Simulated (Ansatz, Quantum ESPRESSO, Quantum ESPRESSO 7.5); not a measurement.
## Screening and band shifts of 1T-TaO2, 1 layer

How does 1T-TaO2, 1 layer respond to a gate-like field without added charge?

Method: plane-wave DFT, RPBE, GBRV ultrasoft pseudopotentials made under PBE (geometry and cross-check by Ansatz 0.2.0 with PAW datasets; geometry under PBE), in Quantum ESPRESSO 7.5.

### Step 1. Starting point

The cell holds 3 atoms: 2 O and 1 Ta. Its edges and angles: a = 3.184 Å, b = 3.184 Å, c = 19.453 Å, α = 90.0°, β = 90.0°, γ = 120.0°. It derives from TaO2. Vacuum lies along c.

This sheet is a model structure: its symmetry is held, and its stability is not tested here.

This run has no spin polarisation although its electron count is odd. A spin-polarised state was not tried and may lie lower.

### Step 2. Geometry from Ansatz

The geometry comes first, from a plane-wave PAW code, so that the later runs on this slab share one structure.

input.yaml reads:

```yaml
crystal:
  lattice:
    - [3.18449, 0.0, 0.0]
    - [-1.592245, 2.7578492381, 0.0]
    - [0.0, 0.0, 19.4525696565]
  atoms:
    - { symbol: O, position: [0.6666666667, 0.3333333333, 0.4369602654] }
    - { symbol: Ta, position: [0.0, 0.0, 0.5] }
    - { symbol: O, position: [0.3333333333, 0.6666666667, 0.5630397346] }
kpoints:
  mp_grid: { grid: [12, 12, 1] }
hamiltonian:
  xc: pbe
scf:
  occupations: { method: fermi_dirac, width: 0.05 }
  convergence: { dr2_threshold: 1.0e-08 }
efield:
  axis: 3
  dipole_correction: true
  ramp_position: 0.97
  ramp_width: 0.04
relax:
  f_tol: 0.01
  cell: { fix: [c, alpha, beta] }
output:
  write_potential: true
  write_density: true
  volumetric_format: npy
```

Started as:

```console
$ ansatz run input.yaml --threads 4 --pin off --max-ram 8192MiB --backend cpu --events-out ev --progress --plain --runs-dir out
```

Numbers of over 12 decimals in the logs are rounded to 6 here.

The program printed:

```text
Warning: relax.cell: scf.convergence.dr2_threshold = 1e-8 eV is looser than the 3e-10 eV advised for a relaxation that steers and ends on the stress (1e-10 eV for each atom of the cell: 3). What an SCF threshold leaves in a stress goes as its square root, and in the free energy as the threshold itself, and one threshold admits the most on a small cell: [figures from the program's tests cut] Set scf.convergence.dr2_threshold to 3e-10 eV or tighter. The threshold is an SCF's pass mark: one that does not reach it within its budget of iterations ends unconverged, or closes short of it on a stop that the run arms, and scf.convergence.dr2_threshold's page says what that costs each kind of run
Engine: ansatz 0.2.0, aarch64-unknown-linux-gnu
Pseudopotentials: kind: paw
Pseudopotential: O, paw, valence charge 6, recommended cutoff 420 eV (normal), O.paw.azcp
Pseudopotential: Ta, paw, valence charge 13, recommended cutoff 420 eV (normal), Ta.paw.azcp
Functional definition: PBE
  parameter kappa = 0.804
  parameter beta = 0.066725
  exchange = pbe_x(kappa = kappa, mu = beta*pi^2/3)
  correlation = pbe_c(beta = beta)
Crystal: 3 atoms, lattice volume = 170.839 Å³
Basis set: ecut = 420 eV, 3377 PW (Γ), exchange–correlation on 48×48×270 points (8 copies of the dense FFT grid, shifted against one another)
Bands: 17, of which v1, the nominal top of the filled ones, is band 13 counted from 1 (12 counted from 0)
Symmetry: 6 space group operations
k-points: 19 of 144 (time reversal used)
Non-local potential: O, projectors of the file, l = 0: 2, l = 1: 2, l = 2: 1
Non-local potential: Ta, projectors of the file, l = 0: 3, l = 1: 2, l = 2: 2, l = 3: 1
PAW form: soft (Blöchl's): semilocal exchange-correlation on the pseudo side does not see the compensation charge
PAW one-centre angular grid: O, 110 points (default); XC on 64 Gauss nodes
PAW one-centre angular grid: Ta, 590 points (default); XC on 64 Gauss nodes
Initial density: superposition of atomic densities (neutral atoms: chi_scale 0, normalization atom), corrected by the library's trained network
Initial wavefunctions: pseudopotential atomic-orbital guess
Functional: x = pbe(κ = 0.804, μ = 0.219515), c = pbe(β = 0.066725)
SCF iter   1: F=—  HF=-11068.397278 eV  |F-HF|=—  |Δ(HF+E_count)|=         —  Δρ=2.69e-3  dr2=1.15e-2  ethr=1.77e-3  p=0.000 e·Å  D=1.17e-6 V/Å  ΔV_dip=-0.00 eV  dr2_dipole=4.63e-9  V_vac-E_F(+/−)=5.91/5.91 eV  ⟨swp⟩=7.6  Hψ=1913  notcnv=0
efield: sawtooth ramp at fractional position 0.9700 (set: `efield.ramp_position`, or a place that a band, a saddle search or an elastic batch's reference lends), width 0.0400; the density the first Hamiltonian is built on has a dipole p = 0.000 e·Å; the dipole correction subtracts the counter field D = 1.17e-6 V/Å, which shifts the + side's vacuum level by -0.00 eV against the − side's; the planar-averaged density in the ramp window peaks in size at 8.0e-6 e/Å³
preconditioner: auto → LDOS  [metal: Δε(μ)=0.036 eV  Ē_g=10.530 eV  σ=0.050 eV  W_gap=0.18  n_scr=12 (ndim 8)  ℏωp=11.7 eV  f_vac=0.732  D(μ)=2.58/eV (n_scr^D=10)  β→1.0]
SCF iter   2: F=—  HF=-11068.397482 eV  |F-HF|=—  |Δ(HF+E_count)|=   2.03e-4  Δρ=1.17e-3  dr2=1.21e-3  ethr=4.59e-5  p=0.000 e·Å  D=3.63e-6 V/Å  ΔV_dip=-0.00 eV  dr2_dipole=1.14e-13  V_vac-E_F(+/−)=5.84/5.84 eV  ⟨swp⟩=2.8  Hψ=858  notcnv=0
SCF iter   3: F=—  HF=-11068.397305 eV  |F-HF|=—  |Δ(HF+E_count)|=   1.77e-4  Δρ=3.86e-4  dr2=2.31e-4  ethr=4.84e-6  p=-0.000 e·Å  D=-3.39e-6 V/Å  ΔV_dip=0.00 eV  dr2_dipole=1.05e-10  V_vac-E_F(+/−)=5.81/5.81 eV  ⟨swp⟩=2.0  Hψ=479  notcnv=0
SCF iter   4: F=—  HF=-11068.397313 eV  |F-HF|=—  |Δ(HF+E_count)|=   7.99e-6  Δρ=1.36e-4  dr2=3.50e-5  ethr=9.25e-7  p=-0.000 e·Å  D=-7.03e-6 V/Å  ΔV_dip=0.00 eV  dr2_dipole=6.24e-11  V_vac-E_F(+/−)=5.81/5.81 eV  ⟨swp⟩=2.3  Hψ=440  notcnv=0
SCF iter   5: F=—  HF=-11068.397258 eV  |F-HF|=—  |Δ(HF+E_count)|=   5.43e-5  Δρ=3.98e-5  dr2=3.01e-6  ethr=1.40e-7  p=-0.000 e·Å  D=-6.48e-6 V/Å  ΔV_dip=0.00 eV  dr2_dipole=4.79e-12  V_vac-E_F(+/−)=5.81/5.81 eV  ⟨swp⟩=2.4  Hψ=469  notcnv=0
SCF iter   6: F=—  HF=-11068.397219 eV  |F-HF|=—  |Δ(HF+E_count)|=   3.90e-5  Δρ=5.41e-6  dr2=5.69e-8  ethr=1.20e-8  p=-0.000 e·Å  D=-5.76e-6 V/Å  ΔV_dip=0.00 eV  dr2_dipole=2.78e-13  V_vac-E_F(+/−)=5.81/5.81 eV  ⟨swp⟩=2.2  Hψ=468  notcnv=0
SCF iter   7: F=-11068.397220 eV  HF=-11068.397220 eV  |F-HF|=4.56e-8  |Δ(HF+E_count)|=   1.39e-7  Δρ=1.66e-6  dr2=2.49e-9  ethr=4.00e-11  p=-0.000 e·Å  D=-6.01e-6 V/Å  ΔV_dip=0.00 eV  dr2_dipole=4.57e-14  V_vac-E_F(+/−)=5.81/5.81 eV  ⟨swp⟩=10.8  Hψ=2418  notcnv=0
SCF 1 converged in 7 iterations: F = -11068.397220 eV  dr2 = 2.49e-9
  greatest PAW one-centre occupation: 0.999 electrons in one spin orbital (limit 2), on the Ta atom at site 1 (counted from 0), in its partial waves of l = 0
relax step   1: F+E_penalty+E_count = -11068.39721957 eV  Δ(F+E_penalty+E_count) = +0.000e0 eV  max|allowed force component| = 2.693e0 eV/Å  Δτ_max = 0.0000 Å  P = -6.896 GPa  Ω = 170.839 Å³  fix = [c, alpha, beta]  reactions: c -6.196 GPa  (7 SCF iters, accepted)
Crystal: 3 atoms, lattice volume = 156.574 Å³
Basis set: ecut = 420 eV, 3041 PW (Γ), exchange–correlation on 48×48×270 points (8 copies of the dense FFT grid, shifted against one another)
Initial density: handed on by an earlier stage of this run
Initial wavefunctions: those handed on with the density
iter 1 solved again at ethr=3.02e-3 eV; its pass at ethr=3.10e-3 eV (dr2=7.56e-1 eV) is discarded
SCF iter   1: F=—  HF=-11069.247257 eV  |F-HF|=—  |Δ(HF+E_count)|=         —  Δρ=2.33e-2  dr2=7.56e-1  ethr=3.02e-3  p=0.000 e·Å  D=2.34e-6 V/Å  ΔV_dip=-0.00 eV  dr2_dipole=2.45e-12  V_vac-E_F(+/−)=5.88/5.88 eV  ⟨swp⟩=1.0  Hψ=2520  notcnv=0
efield: sawtooth ramp at fractional position 0.9700 (set: `efield.ramp_position`, or a place that a band, a saddle search or an elastic batch's reference lends), width 0.0400; the density the first Hamiltonian is built on has a dipole p = 0.000 e·Å; the dipole correction subtracts the counter field D = 2.34e-6 V/Å, which shifts the + side's vacuum level by -0.00 eV against the − side's; the planar-averaged density in the ramp window peaks in size at 1.7e-7 e/Å³
preconditioner: auto → LDOS  [metal: Δε(μ)=0.045 eV  Ē_g=12.583 eV  σ=0.050 eV  W_gap=0.22  n_scr=12 (ndim 8)  ℏωp=12.2 eV  f_vac=0.743  D(μ)=3.12/eV (n_scr^D=10)  β→1.0]
[...]
SCF 3 converged in 7 iterations: F = -11069.088588 eV  dr2 = 3.13e-9
relax step   3: F+E_penalty+E_count = -11069.08858837 eV  Δ(F+E_penalty+E_count) = -1.167e-1 eV  max|allowed force component| = 3.045e-1 eV/Å  Δτ_max = 0.0871 Å  P = -0.906 GPa  Ω = 158.545 Å³  energy of the carried Pulay correction = +1.212e-2 eV  fix = [c, alpha, beta]  reactions: c -0.629 GPa  (7 SCF iters, accepted)
[...]
relax step   4: F+E_penalty+E_count = -11069.09857720 eV  Δ(F+E_penalty+E_count) = -9.989e-3 eV  max|allowed force component| = 3.480e-2 eV/Å  Δτ_max = 0.0046 Å  P = -0.036 GPa  Ω = 156.669 Å³  energy of the carried Pulay correction = +1.405e-2 eV  fix = [c, alpha, beta]  reactions: c -0.010 GPa  (6 SCF iters, accepted)
[...]
relax step   5: F+E_penalty+E_count = -11069.09857196 eV  Δ(F+E_penalty+E_count) = +5.234e-6 eV  max|allowed force component| = 4.154e-3 eV/Å  Δτ_max = 0.0024 Å  P = +0.026 GPa  Ω = 156.736 Å³  energy of the carried Pulay correction = +1.398e-2 eV  fix = [c, alpha, beta]  reactions: c +0.079 GPa  (5 SCF iters, accepted)
[...]
relax step   6: F+E_penalty+E_count = -11069.09054894 eV  Δ(F+E_penalty+E_count) = +8.023e-3 eV  max|allowed force component| = 3.152e-3 eV/Å  Δτ_max = 0.0000 Å  P = -0.080 GPa  Ω = 156.736 Å³  fix = [c, alpha, beta]  reactions: c +0.007 GPa  stress off target by 1.24e-1 GPa on what of the cell is left free  SCF on the basis re-selected at this cell (its energy is not comparable with the rows above)  (5 SCF iters)
[...]
relax step   7: F+E_penalty+E_count = -11069.09115368 eV  Δ(F+E_penalty+E_count) = -6.047e-4 eV  max|allowed force component| = 2.658e-3 eV/Å  Δτ_max = 0.0023 Å  P = +0.003 GPa  Ω = 156.313 Å³  energy of the carried Pulay correction = +4.294e-4 eV  fix = [c, alpha, beta]  reactions: c +0.007 GPa  (5 SCF iters, accepted)
iter 1 solved again at ethr=4.15e-7 eV; its pass at ethr=3.10e-3 eV (dr2=1.04e-4 eV) is discarded
SCF iter   1: F=—  HF=-11069.090688 eV  |F-HF|=—  |Δ(HF+E_count)|=         —  Δρ=1.32e-5  dr2=5.23e-8  ethr=4.15e-7  p=-0.000 e·Å  D=-3.17e-6 V/Å  ΔV_dip=0.00 eV  dr2_dipole=1.56e-13  V_vac-E_F(+/−)=5.04/5.04 eV  ⟨swp⟩=4.0  Hψ=3072  notcnv=0
efield: sawtooth ramp at fractional position 0.9700 (set: `efield.ramp_position`, or a place that a band, a saddle search or an elastic batch's reference lends), width 0.0400; the density the first Hamiltonian is built on has a dipole p = -0.000 e·Å; the dipole correction subtracts the counter field D = -3.17e-6 V/Å, which shifts the + side's vacuum level by +0.00 eV against the − side's; the planar-averaged density in the ramp window peaks in size at 3.6e-6 e/Å³
eigensolver tolerance schedule: the retry pair's looser diagonalisation over-reported the residual by 1980.42 of it (diagonalisation noise at 0.36 of the residual, at the tolerance the schedule requests for it); recorded, not acted on — ethr = c·dr2/N_el stays at c = 1.0e-1
preconditioner: auto → LDOS  [metal: Δε(μ)=0.076 eV  Ē_g=12.045 eV  σ=0.050 eV  W_gap=0.36  n_scr=12 (ndim 8)  ℏωp=12.2 eV  f_vac=0.741  D(μ)=2.58/eV (n_scr^D=10)  β→1.0]
SCF iter   2: F=—  HF=-11069.090719 eV  |F-HF|=—  |Δ(HF+E_count)|=   3.13e-5  Δρ=6.32e-6  dr2=3.76e-8  ethr=2.09e-10  p=-0.000 e·Å  D=-3.45e-6 V/Å  ΔV_dip=0.00 eV  dr2_dipole=1.64e-13  V_vac-E_F(+/−)=5.04/5.04 eV  ⟨swp⟩=4.2  Hψ=887  notcnv=0
SCF iter   3: F=-11069.090719 eV  HF=-11069.090719 eV  |F-HF|=3.82e-9  |Δ(HF+E_count)|=   2.42e-8  Δρ=1.11e-6  dr2=1.33e-9  ethr=4.00e-11  p=-0.000 e·Å  D=-3.28e-6 V/Å  ΔV_dip=0.00 eV  dr2_dipole=2.82e-14  V_vac-E_F(+/−)=5.04/5.04 eV  ⟨swp⟩=11.6  Hψ=2747  notcnv=0
SCF 8 converged in 3 iterations: F = -11069.090719 eV  dr2 = 1.33e-9
relax step   8: F+E_penalty+E_count = -11069.09071947 eV  Δ(F+E_penalty+E_count) = +4.342e-4 eV  max|allowed force component| = 2.557e-3 eV/Å  Δτ_max = 0.0000 Å  P = +0.000 GPa  Ω = 156.313 Å³  fix = [c, alpha, beta]  reactions: c +0.005 GPa  stress off target by 2.37e-3 GPa on what of the cell is left free  SCF on the basis re-selected at this cell (its energy is not comparable with the rows above)  (3 SCF iters)
basis re-selected at this cell: Δ(F+E_penalty+E_count) = +4.342e-4 eV, ΔP = -0.003 GPa vs the last step (what re-selecting the basis moved, of the pressure what is left beyond the Pulay correction that the steps carried, after the strain that the cell walked since its last selection, with what the two solves' SCF thresholds leave and, on support functions, any second-order correction that the steps lacked; it is no m [...]
WARN: The output density's exchange-correlation potential varies sharply where the density is thin. Do not read a vacuum level from v_tot or v_xc, or from such a field of the output density. On a cell that repeats whose density bears no net charge and no dipole along the vacuum's axis use v_es (v_loc + v_h of the components); under efield.dipole_correction with no amplitude use v_es + v_field, which holds any externa [...]
SCF converged after 3 iterations
Free energy (F): -11069.090719 eV
Harris-Foulkes:  -11069.090719 eV  (|F-HF|=3.82e-9)
Internal energy: -11069.070311 eV  (E = F + TS)
E sigma→0 (E₀):  -11069.080515 eV
Entropy (-TS):   -0.020408 eV (-6.803 meV/atom)
Fermi energy:    -0.814699 eV
Dipole field:    D = -0.000003 V/Å  (p = -0.000003 e·Å, saw-weighted, corrected)
Work function:   Φ+ = 5.0361 eV   Φ− = 5.0360 eV
Levels:          The Fermi level and band energies are counted from a zero that moves with the ramp; work functions are not
--- Per-component energies (eV) ---
  E_band       = -532.546509
  E_kinetic    = 714.773303
  E_local      = -17286.071148  (includes V_loc(G=0)·N_el)
  E_nonlocal   = 109.720429
  E_hartree    = 8252.135887
  E_xc         = -365.358721
  E_vxc        = -391.398897  (∫ρ·V_xc dr)
  E_paw        = -8712.357110  (= ΣΔE_a)
  E_vpaw       = -183.846864  (= ΣTr[D̂ρ^β])
  E_aug_tail   = 0.005096  (compensation charges beyond the density's cutoff)
  E_efield     = 0.000000  (sawtooth field / dipole correction)
  E_vefield    = 0.000015  (∫n·V_field dr)
  E_ewald      = 6218.081952
  E_smearing   = -0.020408  (= −TS)
  E_closure    = -0.000000  (closes the sum)
  Σ components = -11069.090719   (vs F -11069.090719, Δ=0.00e0)
--- Forces (eV/Å), atoms counted from 1 ---
  atom   1  O      0.00000000    -0.00000000    -0.00255568
  atom   2  Ta     0.00000000     0.00000000    -0.00000135
  atom   3  O      0.00000000     0.00000000     0.00255664
  max |Σ_I F_I| component: 3.81e-7 eV/Å
--- Stress (GPa, compression-positive) ---
       -0.002374      -0.000000       0.000000
        0.000000      -0.002374       0.000000
        0.000000       0.000000       0.005219
  P = ⅓ Tr σ = 0.0002 GPa (0.002 kbar)
--- Band table (eV; the first three rows and the last of 19) ---
  k-point 0: bands = [... 9 lower, -5.3915, -4.9098, -4.9098, -0.6861, -0.6861, 0.8129, 1.9134, 3.7667]
  k-point 1: bands = [... 9 lower, -5.3250, -5.2111, -5.0429, -0.7233, -0.4890, 0.8380, 2.2065, 3.5809]
  k-point 2: bands = [... 9 lower, -6.1502, -5.3300, -4.9655, -0.8629, -0.0007, 0.8950, 2.8217, 3.4697]
  k-point 18: bands = [... 9 lower, -6.2479, -6.2479, -5.6299, 0.0801, 0.6376, 0.6376, 4.8434, 4.8434]
--- Relaxed structure (6 steps of the walk, 6 accepted, 2 SCFs on fresh bases) ---
  F+E_penalty+E_count = -11069.09071947 eV   max|allowed force component| = 2.557e-3 eV/Å   (the final SCF, on the basis selected at the relaxed cell)
  cell:  # Å, volume = 156.3126 Å³
    - [3.046093, 0, 0]
    - [-1.523047, 2.637994, 0]
    - [0, 0, 19.4525696565]
  atoms:
    - { symbol: O, position: [0.666667, 0.333333, 0.442565] }
    - { symbol: Ta, position: [0, 0, 0.500000] }
    - { symbol: O, position: [0.333333, 0.666667, 0.557435] }
```

The job ended after 12 s (4 threads of Arm Neoverse V1, shared host; peak memory 0.43 GiB; 42 s of CPU time).

Relaxation path:

```csv
step,energy less that of the first step (eV),largest force component (eV/Å),pressure (GPa),volume (Å³)
1,0.0000,2.6929,-6.90,170.84
2,-0.5746,1.5814,3.21,156.57
3,-0.6914,0.3045,-0.91,158.55
4,-0.7014,0.0348,-0.04,156.67
5,-0.7014,0.0042,0.03,156.74
6*,-0.6933,0.0032,-0.08,156.74
7,-0.6939,0.0027,0.00,156.31
8*,-0.6935,0.0026,0.00,156.31
```

Relaxation steps marked * repeat the geometry before them on a plane-wave basis chosen anew for their cell, so energy and pressure can jump there.

Forces are held to the 6 operations that the run works with; a distortion that breaks them can't arise in this run.

```csv
cell as run,before,after,change
a (Å),3.184,3.046,-4.3 %
b (Å),3.184,3.046,-4.3 %
```

The atoms that moved most (Å, along periodic axes as changes of fractional coordinates times the final cell, across vacuum about the mean position):

```csv
atom,dx,dy,dz,length
O3,0.000,0.000,-0.109,0.109
O1,0.000,0.000,0.109,0.109
```

The relaxed structure:

```xyz
3
Lattice="3.0461 0.0000 0.0000 -1.5230 2.6380 0.0000 0.0000 0.0000 19.4526" Properties=species:S:1:pos:R:3
O     1.5230    0.8793    8.6090
Ta    0.0000    0.0000    9.7263
O     0.0000    1.7587   10.8435
```

Read from the output:

```
free energy                     : -11069.0907 eV
energy at zero smearing         : -11069.0805 eV
smearing term TS                : 0.02041 eV
Fermi energy                    : -0.8147 eV
symmetry operations             : 6
work function of the upper face : 5.036 eV
work function of the lower face : 5.036 eV
dipole along the normal         : -2.61e-6 e·Å
```

[end of part 1 of 6]

[Logs are printed without paths, hosts, clocks, repeated set-up lines and the standing remarks that a program may print on its own settings, such as how far it seeks lower states.]

[Hosts, paths, dates, database ids (printed as entryN), source tags and the programs' standing remarks are cut or masked in the printed files.]

[Maps of the electrostatic potential energy from Ansatz leave out the sawtooth potential of an applied field or a dipole correction, so their vacuum need not be flat; planar profiles and work functions include it.]
